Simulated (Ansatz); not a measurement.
# Sn wire along [100], 45 atoms a period, H-terminated: bands by functional

What gap, if any, does the Sn wire along [100], 45 atoms a period, H-terminated have, and how does it change with the functional?

Program: Ansatz 0.2.0. Level of theory: DFT PBE, plane waves, PAW; relaxation of a wire's period; PAW set soft_1, in the first sound run; inputs show where later runs differ. Results are calculated unless marked as measured.

### Step 1. Set-up

The cell holds 73 atoms: 45 Sn and 28 H. Cell: a = 25.446 Å, b = 25.446 Å, c = 6.650 Å, α = 90.0°, β = 90.0°, γ = 90.0°. Vacuum lies along a and b. The structure's axis is c.

### Step 2. The relaxed wire

Band widths follow the bond lengths, so the wire is relaxed first. The atoms and the third cell vector are free; the box across stays fixed as vacuum. A Fermi-Dirac smearing is set since the result may be a metal. The pressure printed is a third of the stress's trace over the whole box, vacuum included; only the stress along the axis is relaxed.

input.yaml

```yaml
crystal:
  lattice:
    - [25.446, 0.0, 0.0]
    - [0.0, 25.446, 0.0]
    - [0.0, 0.0, 6.65]
  atoms:
    - { symbol: Sn, position: [0.23865688, 0.499994615, 0.0] }
    - { symbol: Sn, position: [0.369325748, 0.369325748, 0.0] }
    - { symbol: Sn, position: [0.369325748, 0.630663482, 0.0] }
    - { symbol: Sn, position: [0.499994615, 0.23865688, 0.0] }
    - { symbol: Sn, position: [0.499994615, 0.499994615, 0.0] }
    - { symbol: Sn, position: [0.499994615, 0.76133235, 0.0] }
    - { symbol: Sn, position: [0.630663482, 0.369325748, 0.0] }
    - { symbol: Sn, position: [0.630663482, 0.630663482, 0.0] }
    - { symbol: Sn, position: [0.76133235, 0.499994615, 0.0] }
    - { symbol: H, position: [0.133616285, 0.39495402, 0.098065719] }
    - { symbol: H, position: [0.264285153, 0.264285153, 0.098065719] }
    - { symbol: H, position: [0.39495402, 0.133616285, 0.098065719] }
    - { symbol: H, position: [0.60503521, 0.866372944, 0.098065719] }
    - { symbol: H, position: [0.735704077, 0.735704077, 0.098065719] }
    - { symbol: H, position: [0.866372944, 0.60503521, 0.098065719] }
    - { symbol: Sn, position: [0.173322446, 0.434660181, 0.25] }
    - { symbol: Sn, position: [0.303991314, 0.303991314, 0.25] }
    - { symbol: Sn, position: [0.303991314, 0.565329049, 0.25] }
    - { symbol: Sn, position: [0.434660181, 0.173322446, 0.25] }
    - { symbol: Sn, position: [0.434660181, 0.434660181, 0.25] }
    - { symbol: Sn, position: [0.434660181, 0.695997916, 0.25] }
    - { symbol: Sn, position: [0.565329049, 0.303991314, 0.25] }
    - { symbol: Sn, position: [0.565329049, 0.565329049, 0.25] }
    - { symbol: Sn, position: [0.565329049, 0.826666783, 0.25] }
    - { symbol: Sn, position: [0.695997916, 0.434660181, 0.25] }
    - { symbol: Sn, position: [0.695997916, 0.695997916, 0.25] }
    - { symbol: Sn, position: [0.826666783, 0.565329049, 0.25] }
    - { symbol: H, position: [0.198950719, 0.670369643, 0.348065719] }
    - { symbol: H, position: [0.329619587, 0.801038511, 0.348065719] }
    - { symbol: H, position: [0.670369643, 0.198950719, 0.348065719] }
    - { symbol: H, position: [0.801038511, 0.329619587, 0.348065719] }
    - { symbol: H, position: [0.133616285, 0.474366342, 0.401934281] }
    - { symbol: H, position: [0.474366342, 0.133616285, 0.401934281] }
    - { symbol: H, position: [0.525622888, 0.866372944, 0.401934281] }
    - { symbol: H, position: [0.866372944, 0.525622888, 0.401934281] }
    - { symbol: Sn, position: [0.23865688, 0.369325748, 0.5] }
    - { symbol: Sn, position: [0.23865688, 0.630663482, 0.5] }
    - { symbol: Sn, position: [0.369325748, 0.23865688, 0.5] }
    - { symbol: Sn, position: [0.369325748, 0.499994615, 0.5] }
    - { symbol: Sn, position: [0.369325748, 0.76133235, 0.5] }
    - { symbol: Sn, position: [0.499994615, 0.369325748, 0.5] }
    - { symbol: Sn, position: [0.499994615, 0.630663482, 0.5] }
    - { symbol: Sn, position: [0.630663482, 0.23865688, 0.5] }
    - { symbol: Sn, position: [0.630663482, 0.499994615, 0.5] }
    - { symbol: Sn, position: [0.630663482, 0.76133235, 0.5] }
    - { symbol: Sn, position: [0.76133235, 0.369325748, 0.5] }
    - { symbol: Sn, position: [0.76133235, 0.630663482, 0.5] }
    - { symbol: H, position: [0.133616285, 0.525622888, 0.598065719] }
    - { symbol: H, position: [0.474366342, 0.866372944, 0.598065719] }
    - { symbol: H, position: [0.525622888, 0.133616285, 0.598065719] }
    - { symbol: H, position: [0.866372944, 0.474366342, 0.598065719] }
    - { symbol: H, position: [0.198950719, 0.329619587, 0.651934281] }
    - { symbol: H, position: [0.329619587, 0.198950719, 0.651934281] }
    - { symbol: H, position: [0.670369643, 0.801038511, 0.651934281] }
    - { symbol: H, position: [0.801038511, 0.670369643, 0.651934281] }
    - { symbol: Sn, position: [0.173322446, 0.565329049, 0.75] }
    - { symbol: Sn, position: [0.303991314, 0.434660181, 0.75] }
    - { symbol: Sn, position: [0.303991314, 0.695997916, 0.75] }
    - { symbol: Sn, position: [0.434660181, 0.303991314, 0.75] }
    - { symbol: Sn, position: [0.434660181, 0.565329049, 0.75] }
    - { symbol: Sn, position: [0.434660181, 0.826666783, 0.75] }
    - { symbol: Sn, position: [0.565329049, 0.173322446, 0.75] }
    - { symbol: Sn, position: [0.565329049, 0.434660181, 0.75] }
    - { symbol: Sn, position: [0.565329049, 0.695997916, 0.75] }
    - { symbol: Sn, position: [0.695997916, 0.303991314, 0.75] }
    - { symbol: Sn, position: [0.695997916, 0.565329049, 0.75] }
    - { symbol: Sn, position: [0.826666783, 0.434660181, 0.75] }
    - { symbol: H, position: [0.133616285, 0.60503521, 0.901934281] }
    - { symbol: H, position: [0.264285153, 0.735704077, 0.901934281] }
    - { symbol: H, position: [0.39495402, 0.866372944, 0.901934281] }
    - { symbol: H, position: [0.60503521, 0.133616285, 0.901934281] }
    - { symbol: H, position: [0.735704077, 0.264285153, 0.901934281] }
    - { symbol: H, position: [0.866372944, 0.39495402, 0.901934281] }
kpoints:
  mp_grid: { grid: [1, 1, 13] }
scf:
  occupations: { method: fermi_dirac, width: 0.05 }
hamiltonian:
  xc: pbe
  pseudopotentials: { kind: paw, azcp: { folder: soft_1 } }
relax:
  cell: { fix: [a, b, alpha, beta, gamma] }
  max_steps: 45
  f_tol: 0.03
```

The run is started by

```bash
> ansatz run input.yaml --threads 16 --pin off --max-ram 61440MiB --backend cuda --events-out ev --progress --plain --runs-dir out --max-vram 78GiB
```

Numbers of over 12 decimals in the logs are rounded to 6 here.

The program printed:

```text
Engine: ansatz 0.2.0, aarch64-unknown-linux-gnu
Pseudopotentials: kind: paw
Pseudopotential: Sn, paw, valence charge 14, recommended cutoff 420 eV (normal), soft_1/Sn.paw.azcp
Pseudopotential: H, paw, valence charge 1, recommended cutoff 420 eV (normal), soft_1/H.paw.azcp
Functional definition: PBE
  parameter kappa = 0.804
  parameter beta = 0.066725
  exchange = pbe_x(kappa = kappa, mu = beta*pi^2/3)
  correlation = pbe_c(beta = beta)
[...]
Crystal: 73 atoms, lattice volume = 4305.868 Å³
Basis set: ecut = 420 eV, 83983 PW (Γ), exchange–correlation on 360×360×90 points (8 copies of the dense FFT grid, shifted against one another)
Bands: 402, of which v1, the nominal top of the filled ones, is band 329 counted from 1 (328 counted from 0)
Symmetry: 8 space group operations
Space group: P-42m (ITA 111), of the structure as read, at distance tolerance 1.6e-4 Å
k-points: 7 of 13
Non-local potential: Sn, projectors of the file, l = 0: 2, l = 1: 2, l = 2: 2, l = 3: 1
Non-local potential: H, projectors of the file, l = 0: 2, l = 1: 1
PAW form: soft (Blöchl's): semilocal exchange-correlation on the pseudo side does not see the compensation charge
PAW one-centre angular grid: Sn, 590 points (default); XC on 64 Gauss nodes
PAW one-centre angular grid: H, 110 points (default); XC on 64 Gauss nodes
Initial density: superposition of atomic densities (neutral atoms: chi_scale 0, normalization atom)
Initial wavefunctions: pseudopotential atomic-orbital guess
[...]
Functional: x = pbe(κ = 0.804, μ = 0.219515), c = pbe(β = 0.066725)
SCF iter   1: F=—  HF=-271532.983451 eV  |F-HF|=—  |Δ(HF+E_count)|=         —  Δρ=2.58e-2  dr2=3.12e1  ethr=3.10e-3  ⟨swp⟩=6.6  Hψ=11896  notcnv=0  defer=110
preconditioner: auto → Resta (q_TF=auto, 1.995 Å⁻¹)  ε∞=2.2  [insulator: Δε(μ)=0.558 eV  Ē_g=7.507 eV  σ=0.050 eV  W_gap=0.99  n_scr=576 (ndim 8)  ℏωp=8.2 eV  f_vac=0.513  D(μ)=0.03/eV (n_scr^D=0)  ε∞_Penn≈2.2  vacuum switching on, ρ_ref=4.1e-3 e/Å³]
SCF iter   2: F=—  HF=-271526.430953 eV  |F-HF|=—  |Δ(HF+E_count)|=    6.55e0  Δρ=1.05e-2  dr2=9.06e0  ethr=3.10e-3  ⟨swp⟩=2.6  Hψ=3770  notcnv=0  defer=424
[...]
SCF iter  12: F=-271524.903510 eV  HF=-271524.903510 eV  |F-HF|=1.08e-8  |Δ(HF+E_count)|=   2.49e-7  Δρ=3.56e-7  dr2=9.58e-9  ethr=1.52e-11  ⟨swp⟩=5.0  Hψ=8424  notcnv=0
SCF 1 converged in 12 iterations: F = -271524.903510 eV  dr2 = 9.58e-9
  greatest PAW one-centre occupation: 0.991 electrons in one spin orbital (limit 2), on the Sn atom at site 26 (counted from 0), in its partial waves of l = 2
relax step   1: F+E_penalty+E_count = -271524.90351045 eV  Δ(F+E_penalty+E_count) = +0.000e0 eV  max|allowed force component| = 1.651e-1 eV/Å  Δτ_max = 0.0000 Å  P = -0.302 GPa  Ω = 4305.868 Å³  fix = [a, b, alpha, beta, gamma]  reactions: a -0.312, b -0.312 GPa  (12 SCF iters, dr2 threshold 1.00e-7 eV, accepted)
[...]
Crystal: 73 atoms, lattice volume = 4271.831 Å³
Basis set: ecut = 420 eV, 83335 PW (Γ), exchange–correlation on 360×360×90 points (8 copies of the dense FFT grid, shifted against one another)
[...]
iter 1 solved again at ethr=1.51e-4 eV; its pass at ethr=3.10e-3 eV (dr2=9.97e-1 eV) is discarded
SCF iter   1: F=—  HF=-271524.745935 eV  |F-HF|=—  |Δ(HF+E_count)|=         —  Δρ=5.81e-3  dr2=9.98e-1  ethr=1.51e-4  ⟨swp⟩=9.4  Hψ=14764  notcnv=0  defer=9
preconditioner: auto → Resta (q_TF=auto, 1.998 Å⁻¹)  ε∞=1.6  [insulator: Δε(μ)=1.010 eV  Ē_g=18.938 eV  σ=0.050 eV  W_gap=1.00  n_scr=576 (ndim 8)  ℏωp=14.6 eV  f_vac=0.554  D(μ)=0.00/eV (n_scr^D=0)  ε∞_Penn≈1.6  vacuum switching on, ρ_ref=2.6e-2 e/Å³]
SCF iter   2: F=—  HF=-271524.618274 eV  |F-HF|=—  |Δ(HF+E_count)|=   1.28e-1  Δρ=2.84e-3  dr2=3.09e-1  ethr=1.51e-4  ⟨swp⟩=3.1  Hψ=3972  notcnv=0  defer=226
[...]
SCF iter   8: F=-271524.591438 eV  HF=-271524.591438 eV  |F-HF|=3.20e-7  |Δ(HF+E_count)|=   5.50e-6  Δρ=4.38e-6  dr2=1.58e-6  ethr=2.59e-10  ⟨swp⟩=3.9  Hψ=10735  notcnv=0
SCF 2 converged in 8 iterations: F = -271524.591438 eV  dr2 = 1.58e-6
  greatest PAW one-centre occupation: 0.991 electrons in one spin orbital (limit 2), on the Sn atom at site 4 (counted from 0), in its partial waves of l = 2
relax step   2: F+E_penalty+E_count = -271524.59143758 eV  Δ(F+E_penalty+E_count) = +3.121e-1 eV  max|allowed force component| = 7.666e-1 eV/Å  Δτ_max = 0.1940 Å  P = +0.281 GPa  Ω = 4271.831 Å³  energy of the carried Pulay correction = +2.636e-3 eV  fix = [a, b, alpha, beta, gamma]  (8 SCF iters, dr2 threshold 1.70e-6 eV, rejected (line search))
[...]
relax step   3: F+E_penalty+E_count = -271525.12056627 eV  Δ(F+E_penalty+E_count) = -2.171e-1 eV  max|allowed force component| = 5.943e-2 eV/Å  Δτ_max = 0.0945 Å  P = -0.102 GPa  Ω = 4295.518 Å³  energy of the carried Pulay correction = +7.995e-4 eV  fix = [a, b, alpha, beta, gamma]  reactions: a -0.119, b -0.119 GPa  (14 SCF iters, accepted)
[...]
relax step   4: F+E_penalty+E_count = -271525.16148358 eV  Δ(F+E_penalty+E_count) = -4.092e-2 eV  max|allowed force component| = 3.927e-2 eV/Å  Δτ_max = 0.0608 Å  P = -0.020 GPa  Ω = 4298.993 Å³  energy of the carried Pulay correction = +5.309e-4 eV  fix = [a, b, alpha, beta, gamma]  reactions: a -0.024, b -0.024 GPa  (9 SCF iters, dr2 threshold 2.21e-7 eV, accepted)
[...]
relax step   5: F+E_penalty+E_count = -271525.20283687 eV  Δ(F+E_penalty+E_count) = -4.135e-2 eV  max|allowed force component| = 3.630e-2 eV/Å  Δτ_max = 0.1085 Å  P = -0.004 GPa  Ω = 4302.670 Å³  energy of the carried Pulay correction = +2.468e-4 eV  fix = [a, b, alpha, beta, gamma]  reactions: a -0.007, b -0.007 GPa  (9 SCF iters, dr2 threshold 9.64e-8 eV, accepted)
[...]
relax step   6: F+E_penalty+E_count = -271525.21642452 eV  Δ(F+E_penalty+E_count) = -1.359e-2 eV  max|allowed force component| = 1.492e-2 eV/Å  Δτ_max = 0.0590 Å  P = -0.002 GPa  Ω = 4303.279 Å³  energy of the carried Pulay correction = +1.998e-4 eV  fix = [a, b, alpha, beta, gamma]  reactions: a -0.001, b -0.001 GPa  (8 SCF iters, dr2 threshold 8.23e-8 eV, accepted)
[...]
relax step   7: F+E_penalty+E_count = -271525.22053803 eV  Δ(F+E_penalty+E_count) = -4.114e-3 eV  max|allowed force component| = 2.569e-2 eV/Å  Δτ_max = 0.0802 Å  P = -0.006 GPa  Ω = 4302.300 Å³  energy of the carried Pulay correction = +2.754e-4 eV  fix = [a, b, alpha, beta, gamma]  reactions: a -0.003, b -0.003 GPa  (11 SCF iters, accepted)
[...]
relax step   8: F+E_penalty+E_count = -271525.22027398 eV  Δ(F+E_penalty+E_count) = +2.641e-4 eV  max|allowed force component| = 2.569e-2 eV/Å  Δτ_max = 0.0000 Å  P = -0.006 GPa  Ω = 4302.300 Å³  fix = [a, b, alpha, beta, gamma]  reactions: a -0.003, b -0.003 GPa  stress off target by 1.23e-2 GPa on what of the cell is left free  SCF on the basis re-selected at this cell (its energy is not comparable with the rows above)  (6 SCF iters)
[...]
- { symbol: Sn, position: [0.176160, 0.431145, 0.234366] }
    - { symbol: Sn, position: [0.306041, 0.306041, 0.256509] }
    - { symbol: Sn, position: [0.304540, 0.564549, 0.250442] }
    - { symbol: Sn, position: [0.431145, 0.176160, 0.234366] }
    - { symbol: Sn, position: [0.434678, 0.434678, 0.248549] }
    - { symbol: Sn, position: [0.435451, 0.695460, 0.250442] }
    - { symbol: Sn, position: [0.564549, 0.304540, 0.250442] }
    - { symbol: Sn, position: [0.565322, 0.565322, 0.248549] }
    - { symbol: Sn, position: [0.568855, 0.823840, 0.234366] }
    - { symbol: Sn, position: [0.695460, 0.435451, 0.250442] }
    - { symbol: Sn, position: [0.693959, 0.693959, 0.256509] }
    - { symbol: Sn, position: [0.823840, 0.568855, 0.234366] }
    - { symbol: H, position: [0.201176, 0.668702, 0.352894] }
    - { symbol: H, position: [0.331298, 0.798824, 0.352894] }
    - { symbol: H, position: [0.668702, 0.201176, 0.352894] }
    - { symbol: H, position: [0.798824, 0.331298, 0.352894] }
    - { symbol: H, position: [0.128851, 0.466176, 0.366219] }
    - { symbol: H, position: [0.466176, 0.128851, 0.366219] }
    - { symbol: H, position: [0.533824, 0.871149, 0.366219] }
    - { symbol: H, position: [0.871149, 0.533824, 0.366219] }
    - { symbol: Sn, position: [0.240516, 0.371215, 0.496481] }
    - { symbol: Sn, position: [0.240516, 0.628785, 0.503519] }
    - { symbol: Sn, position: [0.371215, 0.240516, 0.496481] }
    - { symbol: Sn, position: [0.370013, 0.5, 0.500000] }
    - { symbol: Sn, position: [0.371215, 0.759484, 0.503519] }
    - { symbol: Sn, position: [0.5, 0.370013, 0.500000] }
    - { symbol: Sn, position: [0.5, 0.629987, 0.500000] }
    - { symbol: Sn, position: [0.628785, 0.240516, 0.503519] }
    - { symbol: Sn, position: [0.629987, 0.5, 0.500000] }
    - { symbol: Sn, position: [0.628785, 0.759484, 0.496481] }
    - { symbol: Sn, position: [0.759484, 0.371215, 0.503519] }
    - { symbol: Sn, position: [0.759484, 0.628785, 0.496481] }
    - { symbol: H, position: [0.128851, 0.533824, 0.633781] }
    - { symbol: H, position: [0.466176, 0.871149, 0.633781] }
    - { symbol: H, position: [0.533824, 0.128851, 0.633781] }
    - { symbol: H, position: [0.871149, 0.466176, 0.633781] }
    - { symbol: H, position: [0.201176, 0.331298, 0.647106] }
    - { symbol: H, position: [0.331298, 0.201176, 0.647106] }
    - { symbol: H, position: [0.668702, 0.798824, 0.647106] }
    - { symbol: H, position: [0.798824, 0.668702, 0.647106] }
    - { symbol: Sn, position: [0.176160, 0.568855, 0.765634] }
    - { symbol: Sn, position: [0.304540, 0.435451, 0.749558] }
    - { symbol: Sn, position: [0.306041, 0.693959, 0.743491] }
    - { symbol: Sn, position: [0.435451, 0.304540, 0.749558] }
    - { symbol: Sn, position: [0.434678, 0.565322, 0.751451] }
    - { symbol: Sn, position: [0.431145, 0.823840, 0.765634] }
    - { symbol: Sn, position: [0.568855, 0.176160, 0.765634] }
    - { symbol: Sn, position: [0.565322, 0.434678, 0.751451] }
    - { symbol: Sn, position: [0.564549, 0.695460, 0.749558] }
    - { symbol: Sn, position: [0.693959, 0.306041, 0.743491] }
    - { symbol: Sn, position: [0.695460, 0.564549, 0.749558] }
    - { symbol: Sn, position: [0.823840, 0.431145, 0.765634] }
    - { symbol: H, position: [0.143223, 0.611164, 0.927554] }
    - { symbol: H, position: [0.266339, 0.733661, 0.893894] }
    - { symbol: H, position: [0.388836, 0.856777, 0.927554] }
    - { symbol: H, position: [0.611164, 0.143223, 0.927554] }
    - { symbol: H, position: [0.733661, 0.266339, 0.893894] }
    - { symbol: H, position: [0.856777, 0.388836, 0.927554] }
```

Run time: 35 s. Hardware: 1 × NVIDIA GB200 with 16 threads of Arm Neoverse V2, shared host; peak memory 2.1 GiB; 2.9 min of CPU time.

Step by step:

```
step  energy less that of the first step (eV)  largest force component (eV/Å)  pressure (GPa)  volume (Å³)
   1                                   0.0000                          0.1651           -0.30      4305.87
   2                                   0.3121                          0.7666            0.28      4271.83
   3                                  -0.2171                          0.0594           -0.10      4295.52
   4                                  -0.2580                          0.0393           -0.02      4298.99
   5                                  -0.2993                          0.0363            0.00      4302.67
   6                                  -0.3129                          0.0149            0.00      4303.28
   7                                  -0.3170                          0.0257           -0.01      4302.30
   8                                  -0.3168                          0.0257           -0.01      4302.30
```

Relaxation step 2 was tried and not accepted.

Forces are held to the 8 operations that the run works with; a distortion that breaks them can't arise in this run.

```csv
cell as run,before,after,change
c (Å),6.650,6.644,-0.1 %
```

The atoms that moved most (Å, along periodic axes as changes of fractional coordinates times the final cell, across vacuum about the mean position):

```
atom      dx      dy      dz  length
 H49  -0.209   0.121   0.237   0.338
 H51   0.121  -0.209   0.237   0.338
 H35   0.121   0.209  -0.237   0.338
 H34   0.209   0.121  -0.237   0.338
 H32  -0.121  -0.209  -0.237   0.338
 H33  -0.209  -0.121  -0.237   0.338
 H50   0.209  -0.121   0.237   0.338
 H48  -0.121   0.209   0.237   0.338
```

Numbers from this step:

| Property | Result |
| --- | --- |
| cell length along the wire | 6.644 Å |

The cell's length comes to 6.644 Å with spin left out.

(Continued in part 2 of 2.)

[Logs are printed without paths, hosts, clocks, repeated set-up lines and the standing remarks that a program may print on its own settings, such as how far it seeks lower states.]

[Hosts, paths, dates, database ids (printed as entryN), source tags and the programs' standing remarks are cut or masked in the printed files.]
